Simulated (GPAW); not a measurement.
# Surface energy and work function of Hf(0001) from slabs of 3 to 12 layers (RPBE)

How do energy and work function of Hf(0001) films settle with thickness, and what surface energy follows?

How it was computed: GPAW 26.7.0, plane waves at 450 eV with PAW setups; symmetric 1×1 slabs cut at the tabulated lattice constant (two decimals; low-temperature values for the alkali metals), atoms at bulk places, 7.5 Å of vacuum on each side, one in-plane mesh for all thicknesses, Fermi-Dirac smearing of 0.1 eV. Energies are extrapolated to zero smearing and count from the program's reference atoms. Functional RPBE. The cell's area is 8.868 Å².

What came out, but for one run:

| layers | energy (eV) | work function (eV) |
| --- | --- | --- |
| 3 | −19.4566 | 4.19 |
| 4 | −26.5415 | 4.26 |
| 5 | −33.6528 | 4.26 |
| 6 | −40.7652 | 4.25 |
| 7 | −47.8750 | 4.26 |
| 8 | −54.9844 | 4.25 |
| 9 | −62.0950 | 4.26 |
| 10 | −69.2049 | 4.25 |
| 11 | −76.3151 | 4.26 |
| 12 | ? | ? |

**Question.** What surface energy do these runs give, and what energy and work function should the 12-layer slab have?

Worked answer. A slab of n layers has E(n) = nε + 2Aγ once its middle is bulk-like. A line through n = 6 to 11 has the slope ε = −7.1100 eV a layer and the intercept 2Aγ = 1.8950 eV (r.m.s. residual 0.3 meV). So γ = 1.8950 / (2 × 8.868 Å²) = 0.1068 eV/Å² = 1.71 J/m², with a standard error of under 0.01 J/m² from the scatter about the line. For 12 layers: 1.8950 + 12 × (−7.1100) = −83.425 eV; the run gives −83.425 eV, 0.3 meV under the line. The work function has no such law: from 6 to 11 layers it moves between 4.25 and 4.26 eV (mean 4.25), and the 12-layer slab gives 4.26 eV. The thinnest slab, 3 layers, lies −0.06 eV from that mean.

Caveats: The surfaces are unrelaxed, so γ is an upper bound for this functional and lattice constant. The tabulated lattice constant isn't the functional's own, which strains the slab a little. Spin-orbit coupling is left out.
